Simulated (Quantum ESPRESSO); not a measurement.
# Magnetic state of CrO2 from several starts

Does CrO2 prefer parallel or opposed moments, or none?

Calculated with Quantum ESPRESSO 7.5; PBE; plane waves with GBRV 1.5 PBE potentials, no spin-orbit coupling.

This is a report of a sequence of runs, with most program output left out.

## 1. The starting structure

It takes space group P4_2/mnm (No. 136, tetragonal). The conventional cell has a = 4.421 Å, b = 4.421 Å, c = 2.917 Å, α = 90.00°, β = 90.00°, γ = 90.00°. Nearest to Cr lie 6 O at 1.88 to 1.92 Å. Nearest to O lie 3 Cr at 1.88 to 1.92 Å. Farther neighbours and most contacts between anions are not listed.

Structure file:

```
Cr O
1.0
     4.42100    0.00000    0.00000
     0.00000    4.42100    0.00000
     0.00000    0.00000    2.91700
Cr O
2 4
Cartesian
  0.0000 0.0000 0.0000
  2.2105 2.2105 1.4585
  1.3307 1.3307 0.0000
  0.8798 3.5412 1.4585
  3.0903 3.0903 0.0000
  3.5412 0.8798 1.4585
```

The cell comes from the Crystallography Open Database.

## 2. Run 1, typed as ferro ++

The signs are those of the starting moments on the seeded atoms, the atoms that are given a moment.

ASE passes magmoms on as starting_magnetization. pw.x reads values of 1 or more as Bohr magnetons; where all are smaller, it reads them as fractions of the valence charge.

Input file pw.py:

```python
from ase import Atoms
from ase.calculators.espresso import Espresso, EspressoProfile

atoms = Atoms(['Cr', 'Cr', 'O', 'O', 'O', 'O'],
    cell=[[4.421, 0.0, 0.0],
         [0.0, 4.421, 0.0],
         [0.0, 0.0, 2.917]],
    scaled_positions=[[0.0, 0.0, 0.0],
         [0.5, 0.5, 0.5],
         [0.301, 0.301, 0.0],
         [0.199, 0.801, 0.5],
         [0.699, 0.699, 0.0],
         [0.801, 0.199, 0.5]],
    pbc=True,
    magmoms=[3.0, 3.0, 0.0, 0.0, 0.0, 0.0])
input_data = {
    'control': {'calculation': 'scf', 'prefix': 'pwscf', 'outdir': './tmp', 'disk_io': 'nowf'},
    'system': {'ecutwfc': 40.0, 'ecutrho': 280.0, 'nbnd': 39, 'occupations': 'smearing', 'smearing': 'fd', 'degauss': 0.00999582, 'nspin': 2},
    'electrons': {'conv_thr': 1.2e-08, 'electron_maxstep': 150, 'mixing_beta': 0.3},
}
atoms.calc = Espresso(
    profile=EspressoProfile(command='mpirun -n 2 pw.x -nk 2', pseudo_dir='pseudo'),
    pseudopotentials={'O': 'o_pbe_v1.2.uspp.F.UPF', 'Cr': 'cr_pbe_v1.5.uspp.F.UPF'},
    input_data=input_data,
    kpts=(8, 8, 8),
    koffset=(0, 0, 0))
energy = atoms.get_potential_energy(force_consistent=True)
print(f'free energy: {energy:.6f} eV')
print('site moments (muB):', atoms.get_magnetic_moments().round(3))
```

On the command line:

```console
$ OMP_NUM_THREADS=1 python3 pw.py > pw.log
```

It took 2.7 min on 2 MPI ranks of Arm Neoverse N1, shared host; peak memory 0.48 GiB.

Spin moment in the atom's sphere by atom:

```tsv
atom	spin moment in the atom's sphere (μB)
Cr1	1.74
Cr2	1.74
O3	-0.07
O4	-0.07
O5	-0.07
O6	-0.07
```

Read from the output:

- smearing term TS: 0.1138 eV
- magnetization: 3.998 μB
- absolute magnetization: 4.653 μB
- final state: ferromagnetic

## 3. Start 2: antiferro +−

pw.py, as its differences from that of step 2:

```diff
@@ -14,6 +14,6 @@
     pbc=True,
-    magmoms=[3.0, 3.0, 0.0, 0.0, 0.0, 0.0])
+    magmoms=[3.0, -3.0, 0.0, 0.0, 0.0, 0.0])
 input_data = {
     'control': {'calculation': 'scf', 'prefix': 'pwscf', 'outdir': './tmp', 'disk_io': 'nowf'},
-    'system': {'ecutwfc': 40.0, 'ecutrho': 280.0, 'nbnd': 39, 'occupations': 'smearing', 'smearing': 'fd', 'degauss': 0.00999582, 'nspin': 2},
+    'system': {'ecutwfc': 40.0, 'ecutrho': 280.0, 'nbnd': 36, 'occupations': 'smearing', 'smearing': 'fd', 'degauss': 0.00999582, 'nspin': 2},
     'electrons': {'conv_thr': 1.2e-08, 'electron_maxstep': 150, 'mixing_beta': 0.3},
```

On the command line:

```console
$ OMP_NUM_THREADS=1 python3 pw.py > pw.log
```

It took 4.2 min on 2 MPI ranks; peak memory 0.46 GiB; 8.3 min of CPU time.

Spin moment in the atom's sphere by atom:

```tsv
atom	spin moment in the atom's sphere (μB)
Cr1	1.50
Cr2	-1.50
O3	0.02
O4	-0.02
O5	0.02
O6	-0.02
```

Numbers from this step:

```yaml
smearing_term_ts: 0.2304 eV
magnetization: 0 μB
absolute_magnetization: 3.84 μB
final_state: antiferromagnetic
```

## 4. Run 3, typed as no spin polarisation

pw.py, as its differences from that of step 3:

```diff
@@ -13,7 +13,6 @@
          [0.801, 0.199, 0.5]],
-    pbc=True,
-    magmoms=[3.0, -3.0, 0.0, 0.0, 0.0, 0.0])
+    pbc=True)
 input_data = {
     'control': {'calculation': 'scf', 'prefix': 'pwscf', 'outdir': './tmp', 'disk_io': 'nowf'},
-    'system': {'ecutwfc': 40.0, 'ecutrho': 280.0, 'nbnd': 36, 'occupations': 'smearing', 'smearing': 'fd', 'degauss': 0.00999582, 'nspin': 2},
+    'system': {'ecutwfc': 40.0, 'ecutrho': 280.0, 'nbnd': 36, 'occupations': 'smearing', 'smearing': 'fd', 'degauss': 0.00999582},
     'electrons': {'conv_thr': 1.2e-08, 'electron_maxstep': 150, 'mixing_beta': 0.3},
@@ -28,2 +27 @@
 print(f'free energy: {energy:.6f} eV')
-print('site moments (muB):', atoms.get_magnetic_moments().round(3))
```

On the command line:

```console
$ OMP_NUM_THREADS=1 python3 pw.py > pw.log
```

Elapsed: 73 s, on 2 MPI ranks; peak memory 0.32 GiB.

Numbers from this step:

| Quantity | Value |
| --- | --- |
| smearing term TS | 0.4698 eV |
| final state | non-magnetic (no spin polarisation) |

## 5. The states side by side

An order is kept where moments of 0.15 μB or more survive with the typed signs; meshes match where a doubled cell samples the same k points as the first cell.

Orders:

```tsv
start	final state	typed order kept	energy over the lowest (meV a seeded atom)	largest site moment (μB)	net moment (μB a cell of the first run)	mesh matched	CPU time (s)
ferro ++	ferromagnetic	yes	0	1.736	3.998	yes	324.1
antiferro +-	antiferromagnetic	yes	142.7	1.496	0	yes	497.4
no spin polarisation	non-magnetic	-	530.7	0	0	yes	145.6
```

## 6. What came out

| Quantity | Value |
| --- | --- |
| lowest state found | ferromagnetic (from ferro ++) |
| largest site moment | 1.74 μB |
| next state with moments | antiferromagnetic, 143 meV a seeded atom higher |
| state without moments | 531 meV a seeded atom higher |

In words: The smearing terms TS of the orders run from 57 to 115 meV a seeded atom, so the differences would change at a smaller width: an order with a larger TS is lowered more by the smearing. This is the lowest of 3 collinear or spinless starts, no proof of the ground state. Energies are free energies at an electronic temperature of 1580 K, which lowers moments and differences where the moments are itinerant. No Hubbard term acts here. In such compounds local and semilocal functionals without one often delocalise the d electrons, and can shrink or lose moments and miss the size, sign and order of the couplings. The smearing term is large for its width, so states at the Fermi level are partly filled: at this level the cell is a metal or has a gap of a few widths at most.

[Logs and program files are shortened in this print: banners, set-up blocks, solver, clock and traceback lines can be left out without a mark of their own.]

[Logs are printed without paths, hosts, clocks, repeated set-up lines and the standing remarks that a program may print on its own settings, such as how far it seeks lower states.]

[Hosts, paths, dates, database ids (printed as entryN), source tags and the programs' standing remarks are cut or masked in the printed files.]

[Where a cell is said to come from a database of computed structures, the database is the Materials Project.]
